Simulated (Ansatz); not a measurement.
# TiSn (model cell, started as rocksalt type): the cell at rest

Aim: bring TiSn (model cell, started as rocksalt type) to small forces and stress, as phonons need.

Calculated with Ansatz 0.2.0; DFT PBE, scalar-relativistic, plane waves, PAW.

This is a report of a sequence of runs, with most program output left out.

The structure was built from a prototype and need not be the compound's stable phase.

### Step 1. Starting point

It takes space group Fm-3m (No. 225, cubic). Conventional cell: a = 5.610 Å, b = 5.610 Å, c = 5.610 Å, α = 90.00°, β = 90.00°, γ = 90.00°. Nearest to Ti lie 6 Sn at 2.81 Å. Nearest to Sn lie 6 Ti at 2.81 Å. Farther neighbours are not listed.

Structure file:

```cif
data_structure
_symmetry_space_group_name_H-M 'Fm-3m'
_symmetry_Int_Tables_number 225
_cell_length_a 5.6100
_cell_length_b 5.6100
_cell_length_c 5.6100
_cell_angle_alpha 90.000
_cell_angle_beta 90.000
_cell_angle_gamma 90.000
_cell_volume 176.56
loop_
_atom_site_label
_atom_site_type_symbol
_atom_site_symmetry_multiplicity
_atom_site_Wyckoff_symbol
_atom_site_fract_x
_atom_site_fract_y
_atom_site_fract_z
_atom_site_occupancy
Ti1 Ti 4 a 0.00000 0.00000 0.00000 1
Sn1 Sn 4 b 0.50000 0.00000 0.00000 1
```

### Step 2. Probe on a coarse mesh

A quick single point on a coarse mesh tells whether the cell has a gap and how far it is from rest, which sets the k mesh and smearing that follow.

input.yaml

```yaml
crystal:
  lattice:
    - [0.0, 2.805, 2.805]
    - [2.805, 0.0, 2.805]
    - [2.805, 2.805, 0.0]
  atoms:
    - { symbol: Ti, position: [0.0, 0.0, 0.0] }
    - { symbol: Sn, position: [0.5, 0.5, 0.5] }
kpoints:
  mp_grid: { grid: [6, 6, 6] }
hamiltonian:
  xc: pbe
scf:
  occupations: { method: gaussian, width: 0.1 }
output:
  forces: true
  stress: true
  eigenvalues: true
```

Command:

```sh
$ ansatz run input.yaml --threads 4 --pin off --max-ram 7168MiB --backend cpu --events-out ev --progress --plain --runs-dir out
```

Run time: 0.39 s. Hardware: 4 threads of Arm Neoverse V2, shared host; peak memory 0.31 GiB; 1.1 s of CPU time.

This step gave:

| Quantity | Value |
| --- | --- |
| pressure | -0.4337 GPa |
| volume per atom | 22.07 Å³ |
| gap on the k-mesh | 0 eV |

The coarse mesh shows no gap and a pressure of -0.4 GPa.

### Step 3. Bringing the structure to rest

The cell and atoms are relaxed, since residual forces and stress would shift the frequencies.

input.yaml, the sections that differ from step 2:

```yaml
kpoints:
  mp_grid: { grid: [12, 12, 12] }
relax:
  adjacent_minimum: "off"
  f_tol: 0.005
  max_steps: 80
  cell: { stress_tol: 0.05 }
# crystal, hamiltonian, scf, output: as in step 2
```

Run time: 4.1 s. Hardware: 4 threads; peak memory 0.39 GiB; 15 s of CPU time.

The steps of the relaxation:

| step | energy less that of the first step (eV) | largest force component (eV/Å) | pressure (GPa) | volume (Å³) |
| --- | --- | --- | --- | --- |
| 1 | 0.0000 | 0.0000 | -0.38 | 44.14 |
| 2 | 0.0000 | 0.0000 | 0.45 | 43.70 |
| 3 | -0.0003 | 0.0000 | 0.00 | 43.94 |
| 4* | -0.0002 | 0.0000 | 0.00 | 43.94 |

Relaxation steps marked * repeat the geometry before them on a plane-wave basis chosen anew for their cell, so energy and pressure can jump there. Relaxation step 2 was tried and not accepted.

Forces are held to the 48 operations that the run works with; a distortion that breaks them can't arise in this run.

| conventional cell, symmetrised | before | after | change |
| --- | --- | --- | --- |
| a (Å) | 5.610 | 5.601 | -0.2 % |
| b (Å) | 5.610 | 5.601 | -0.2 % |
| c (Å) | 5.610 | 5.601 | -0.2 % |
| volume (Å³/atom) | 22.07 | 21.97 | -0.5 % |

Final coordinates:

```cif
data_structure
_symmetry_space_group_name_H-M 'P 1'
_symmetry_Int_Tables_number 1
_cell_length_a 3.9608
_cell_length_b 3.9608
_cell_length_c 3.9608
_cell_angle_alpha 60.000
_cell_angle_beta 60.000
_cell_angle_gamma 60.000
_cell_volume 43.94
loop_
_atom_site_label
_atom_site_type_symbol
_atom_site_fract_x
_atom_site_fract_y
_atom_site_fract_z
_atom_site_occupancy
Ti1 Ti 0.00000 0.00000 0.00000 1
Sn2 Sn 0.50000 0.50000 0.50000 1
```

This step gave:

```
pressure        : -0.003118 GPa
volume per atom : 21.97 Å³
```

In this step the volume went from 22.07 to 21.97 Å³/atom.

### Step 4. Relaxing to small forces for the phonons

Phonons need a cell at rest on their own settings, so the relaxation is repeated with tight tolerances on forces and stress on the k mesh and occupations of the first response run.

input.yaml, the sections that differ from step 3:

```yaml
crystal:
  lattice:
    - [0.0, 2.8007115409, 2.8007115409]
    - [2.8007115409, 0.0, 2.8007115409]
    - [2.8007115409, 2.8007115409, 0.0]
  atoms:
    - { symbol: Ti, position: [0.0, 0.0, 0.0] }
    - { symbol: Sn, position: [0.5, 0.5, 0.5] }
scf:
  occupations: { method: methfessel_paxton, width: 0.15 }
relax:
  adjacent_minimum: "off"
  f_tol: 0.001
  max_steps: 60
  cell: { stress_tol: 0.01 }
# kpoints, hamiltonian, output: as in step 3
```

It took 3.7 s on 4 threads; peak memory 0.39 GiB; 13 s of CPU time.

Little changed from the start: no atom moved by 0.005 Å and no cell edge by 0.1 %.

Numbers from this step:

- pressure: -6.58e-5 GPa

The forces vanish by symmetry and the pressure is 0.000 GPa, within the tolerances set. The cell now holds 21.97 Å³/atom.

### Step 5. What came out

```yaml
space_group_after_relaxation_within_0p01_a: Fm-3m
lattice_constant_a: 5.601 Å
lattice_constant_b: 5.601 Å
lattice_constant_c: 5.601 Å
volume_per_atom: 22.0 Å³
```

In words: The forces vanish by symmetry and the pressure is 0.000 GPa, within the tolerances set. The cell now holds 21.97 Å³/atom. The relaxation keeps the symmetry of its start, so it says nothing on stability against lower symmetry. Spin-orbit coupling is left out, which can matter for the heavy elements here. The starting cell was built on a prototype and not taken from a measurement, so the phase need not exist.

[Logs are printed without paths, hosts, clocks, repeated set-up lines and the standing remarks that a program may print on its own settings, such as how far it seeks lower states.]

[Hosts, paths, dates, database ids (printed as entryN), source tags and the programs' standing remarks are cut or masked in the printed files.]
